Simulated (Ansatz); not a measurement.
# Changed inputs in constrained RPA: CrBr2 (1T sheet)

Wanted: the sensitivity and cost of U and J for CrBr2 (1T sheet).

Method: constrained RPA on LDA, plane waves, PAW, in Ansatz 0.2.0.

Report form: the programs' logs are mostly left out.

### Step 1. Set-up

The cell holds 3 atoms: 1 Cr and 2 Br. Cell: a = 3.356 Å, b = 3.356 Å, c = 30.018 Å, α = 90.0°, β = 90.0°, γ = 120.0°. Vacuum lies along c.

The structure was relaxed with LDA. The structure was generated from a model, not taken from a measurement. The runs that relaxed it are not among those shown. The program's search for lower electronic states was switched off, so nothing shows that the state found is the lowest. The default PAW set here is soft_2. Its files were made with PBE. The Coulomb interaction is cut off across the vacuum.

### Step 2. Base: Cr t2g, bands v2 to c1, 6×6×1 mesh, medium accuracy

Constrained RPA screens the interaction with every transition except those inside the target bands, which a later many-body model would treat itself.

input.yaml

```yaml
crystal:
  lattice:
    - [0.0, 2.372879, 2.372879]
    - [2.372879, -2.372879, 0.0]
    - [17.33064614, 17.33064614, -17.33064614]
  atoms:
    - { symbol: Cr, position: [0.0, 0.0, 0.3182933598] }
    - { symbol: Br, position: [0.3333333333, 0.6666666667, 0.3683270118] }
    - { symbol: Br, position: [0.6666666667, 0.3333333333, 0.2682597077] }
  periodic: [true, true, false]
kpoints:
  mp_grid: { grid: [12, 12, 1] }
hamiltonian:
  xc: lda
scf:
  occupations: { method: gaussian, width: 0.08 }
  n_extra_bands: 19
  max_iter: 150
  lower_state_search: "off"
output:
  crpa:
    kmesh: [6, 6, 1]
    target_bands: [v2, c1]
    projections: [{ species: Cr, l: d, shell: 3, orbitals: [dxz, dyz, dxy] }]
  local_orbitals:
    kmesh: [12, 12, 1]
    orbitals: [{ species: Cr, l: d, shell: 3, orbitals: [dxz, dyz, dxy] }]
    window: { bands: [v2, c1] }
    seedname: lo
```

Run with:

```console
> ansatz run input.yaml --threads 4 --pin off --max-ram 14745MiB --backend cpu --events-out ev --progress --plain --runs-dir out
```

Run time: 1.7 min. Hardware: 4 threads of Arm Neoverse V1, shared host; peak memory 1.7 GiB; 6.4 min of CPU time.

This step gave:

```yaml
u: 3.047 eV
u_prime_inter_orbital: 2.220 eV
j: 0.3907 eV
bare_v: 16.11 eV
bare_j: 0.5610 eV
stated_bound_on_u: 0.003000 eV
u_over_bare_v: 0.1891
electrons_in_the_window: 4
head_of_the_constrained_inverse_dielectric_matrix: 0.5454
least_eigenvalue_of_the_projection_s_overlap: 0.7734
target_functions: 3
bands_in_the_sums: 30
r_m_s_miss_of_the_model_bands: 0.001500 eV
width_of_the_target_bands: 1.861 eV
weight_of_the_projected_orbitals_in_the_window: 0.8927
```

On the Cr t2g shell, screening brings the on-site interaction from 16.1 eV down to U = 3.05 eV.

### Step 3. Changed: 9×9×1 mesh

input.yaml, as its differences from that of step 2:

```diff
@@ -21,9 +21,4 @@
   crpa:
-    kmesh: [6, 6, 1]
+    kmesh: [9, 9, 1]
     target_bands: [v2, c1]
     projections: [{ species: Cr, l: d, shell: 3, orbitals: [dxz, dyz, dxy] }]
-  local_orbitals:
-    kmesh: [12, 12, 1]
-    orbitals: [{ species: Cr, l: d, shell: 3, orbitals: [dxz, dyz, dxy] }]
-    window: { bands: [v2, c1] }
-    seedname: lo
```

Elapsed: 4.9 min, on 4 threads; peak memory 1.8 GiB; 19 min of CPU time.

This step gave:

* U: 3.051 eV
* U prime (inter-orbital): 2.224 eV
* J: 0.3903 eV
* bare V: 16.08 eV
* bare J: 0.5600 eV
* stated bound on U: 0.002888 eV
* U over bare V: 0.1898
* electrons in the window: 4.000
* head of the constrained inverse dielectric matrix: 0.5575
* least eigenvalue of the projection's overlap: 0.7743
* target functions: 3
* bands in the sums: 30
* width of the target bands: 1.861 eV
* weight of the projected orbitals in the window: 0.8927

On the Cr t2g shell, screening brings the on-site interaction from 16.1 eV down to U = 3.05 eV.

### Step 4. Changed: 3×3×1 mesh

input.yaml, as its differences from that of step 3:

```diff
@@ -21,3 +21,3 @@
   crpa:
-    kmesh: [9, 9, 1]
+    kmesh: [3, 3, 1]
     target_bands: [v2, c1]
```

Run time: 34 s. Hardware: 4 threads; peak memory 1.5 GiB; 2.1 min of CPU time.

This step gave:

* U: 3.510 eV
* U prime (inter-orbital): 2.658 eV
* J: 0.4043 eV
* bare V: 16.51 eV
* bare J: 0.5738 eV
* stated bound on U: 0.004816 eV
* U over bare V: 0.2126
* electrons in the window: 4.000
* head of the constrained inverse dielectric matrix: 0.5891
* least eigenvalue of the projection's overlap: 0.8285
* target functions: 3
* bands in the sums: 30
* width of the target bands: 1.861 eV
* weight of the projected orbitals in the window: 0.8927

On the Cr t2g shell, screening brings the on-site interaction from 16.5 eV down to U = 3.51 eV.

### Step 5. Changed: smooth pair densities

input.yaml, as its differences from that of step 4:

```diff
@@ -21,4 +21,5 @@
   crpa:
-    kmesh: [3, 3, 1]
+    kmesh: [6, 6, 1]
     target_bands: [v2, c1]
     projections: [{ species: Cr, l: d, shell: 3, orbitals: [dxz, dyz, dxy] }]
+    pair_densities: pseudo
```

It took 83 s on 4 threads; peak memory 1.6 GiB.

This step gave:

- U: 3.072 eV
- U prime (inter-orbital): 2.212 eV
- J: 0.4048 eV
- bare V: 16.11 eV
- bare J: 0.5610 eV
- stated bound on U: 0.001549 eV
- U over bare V: 0.1907
- electrons in the window: 4
- head of the constrained inverse dielectric matrix: 0.5456
- least eigenvalue of the projection's overlap: 0.7734
- target functions: 3
- bands in the sums: 30
- width of the target bands: 1.861 eV
- weight of the projected orbitals in the window: 0.8927

On the Cr t2g shell, screening brings the on-site interaction from 16.1 eV down to U = 3.07 eV.

### Step 6. Changed: sums over states

input.yaml, as its differences from that of step 5:

```diff
@@ -24,2 +24,4 @@
     projections: [{ species: Cr, l: d, shell: 3, orbitals: [dxz, dyz, dxy] }]
-    pair_densities: pseudo
+    accuracy: sum_over_states
+    n_empty_bands: 56
+    ecut_chi: 70
```

Run time: 13 s. Hardware: 4 threads; peak memory 0.77 GiB; 47 s of CPU time.

This variant gives U = 3.25 eV against 3.05 eV. It is a finite sum over empty states with no bound on its error and stays out of the table below.

### Step 7. Changed: a keyword of another program

input.yaml, as its differences from that of step 6:

```diff
@@ -24,4 +24,2 @@
     projections: [{ species: Cr, l: d, shell: 3, orbitals: [dxz, dyz, dxy] }]
-    accuracy: sum_over_states
-    n_empty_bands: 56
-    ecut_chi: 70
+    NCRPA_BANDS: 1
```

Run time: 0.02 s. Hardware: 4 threads; peak memory 0.023 GiB.

The input was rejected at the start.

The program's message: “Error: YAML parse error: error: line 25 column 5: unknown field `NCRPA_BANDS`, expected one of accuracy, bounded_pairs, pair_densities, n_empty_bands, n_guard_bands, ecut_chi, kmesh, target_bands, pro …”

The fault put into this input: a keyword of another program.

### Step 8. Changed: r2SCAN

This step: constrained RPA on r2SCAN, plane waves, PAW.

input.yaml, as its differences from that of step 7:

```diff
@@ -13,3 +13,3 @@
 hamiltonian:
-  xc: lda
+  xc: r2scan
 scf:
@@ -24,2 +24 @@
     projections: [{ species: Cr, l: d, shell: 3, orbitals: [dxz, dyz, dxy] }]
-    NCRPA_BANDS: 1
```

Run time: 4.4 min. Hardware: 4 threads; peak memory 2.2 GiB.

This step gave:

```yaml
u: 4.312 eV
u_prime_inter_orbital: 3.383 eV
j: 0.4426 eV
bare_v: 17.02 eV
bare_j: 0.6070 eV
stated_bound_on_u: 0.006210 eV
u_over_bare_v: 0.2534
electrons_in_the_window: 4
head_of_the_constrained_inverse_dielectric_matrix: 0.6501
least_eigenvalue_of_the_projection_s_overlap: 0.7888
target_functions: 3
bands_in_the_sums: 30
width_of_the_target_bands: 1.825 eV
weight_of_the_projected_orbitals_in_the_window: 0.8953
```

On the Cr t2g shell, screening brings the on-site interaction from 17.0 eV down to U = 4.31 eV.

### Step 9. Changed: strain -1.5%

This step: constrained RPA on LDA, plane waves, PAW.

The cell differs from the one that the last finished run ended in (a 3.356 → 3.305 Å, b 3.356 → 3.305 Å).

input.yaml, as its differences from that of step 8:

```diff
@@ -2,4 +2,4 @@
   lattice:
-    - [0.0, 2.372879, 2.372879]
-    - [2.372879, -2.372879, 0.0]
+    - [0.0, 2.337285815, 2.337285815]
+    - [2.337285815, -2.337285815, 0.0]
     - [17.33064614, 17.33064614, -17.33064614]
@@ -13,3 +13,3 @@
 hamiltonian:
-  xc: r2scan
+  xc: lda
 scf:
@@ -24 +24,6 @@
     projections: [{ species: Cr, l: d, shell: 3, orbitals: [dxz, dyz, dxy] }]
+  local_orbitals:
+    kmesh: [12, 12, 1]
+    orbitals: [{ species: Cr, l: d, shell: 3, orbitals: [dxz, dyz, dxy] }]
+    window: { bands: [v2, c1] }
+    seedname: lo
```

Wall time 1.8 min (4 threads); peak memory 1.7 GiB.

Numbers from this step:

* U: 3.033 eV
* U prime (inter-orbital): 2.214 eV
* J: 0.3873 eV
* bare V: 15.96 eV
* bare J: 0.5539 eV
* stated bound on U: 0.003018 eV
* U over bare V: 0.1900
* electrons in the window: 4
* head of the constrained inverse dielectric matrix: 0.5395
* least eigenvalue of the projection's overlap: 0.7556
* target functions: 3
* bands in the sums: 30
* r.m.s. miss of the model bands: 0.002072 eV
* width of the target bands: 2.023 eV
* weight of the projected orbitals in the window: 0.8852

On the Cr t2g shell, screening brings the on-site interaction from 16.0 eV down to U = 3.03 eV.

### Step 10. Side by side

Times are wall times on 4 threads of Arm Neoverse V1, shared host, good to a factor of about two.

```csv
run,bare V (eV),U (eV),J (eV),bound on U (eV),width (eV),time
target window,16.11,3.047,0.391,0.0030,1.86,1.7 min
9×9×1 mesh,16.08,3.051,0.390,0.0029,1.86,4.9 min
3×3×1 mesh,16.51,3.510,0.404,0.0048,1.86,34 s
smooth pair densities,16.11,3.072,0.405,0.0015,1.86,83 s
r2SCAN,17.02,4.312,0.443,0.0062,1.83,4.4 min
strain -1.5%,15.96,3.033,0.387,0.0030,2.02,1.8 min
```

### Step 11. Outcome

| Item | Value |
| --- | --- |
| target window | U 3.05 eV, J 0.39 eV |
| 9×9×1 mesh | U 3.05 eV, J 0.39 eV |
| 3×3×1 mesh | U 3.51 eV, J 0.40 eV |
| smooth pair densities | U 3.07 eV, J 0.40 eV |
| r2SCAN | U 4.31 eV, J 0.44 eV |
| strain -1.5% | U 3.03 eV, J 0.39 eV |

In words: 9×9×1 mesh moves U by +0.004 eV (within the solver's bounds, for the mean over orbitals) at 2.9 times the time. 3×3×1 mesh moves U by +0.46 eV at 0.34 times the time. Smooth pair densities moves U by +0.03 eV. r2SCAN moves U by +1.27 eV at 2.6 times the time. Strain -1.5% moves U by −0.01 eV. The printed bound covers the solver alone, not the mesh. The parent state is non-magnetic and the interaction static (zero frequency); U depends on the window and the orbitals, so it belongs to this model alone. A model of the t2g bands alone assumes low spin; where the ion is high-spin, as for many Cr, Mn, Fe and Co compounds, the eg bands are needed too.

[Paths, hosts, dates, memory and timing lines, banners, echoed tables and standing remarks are left out of the program output.]

[Logs are printed without paths, hosts, clocks, repeated set-up lines and the standing remarks that a program may print on its own settings, such as how far it seeks lower states.]

[Runs of the session that timed out or met a known fault of the program may be left out.]

[Hosts, paths, dates, database ids (printed as entryN), source tags and the programs' standing remarks are cut or masked in the printed files.]
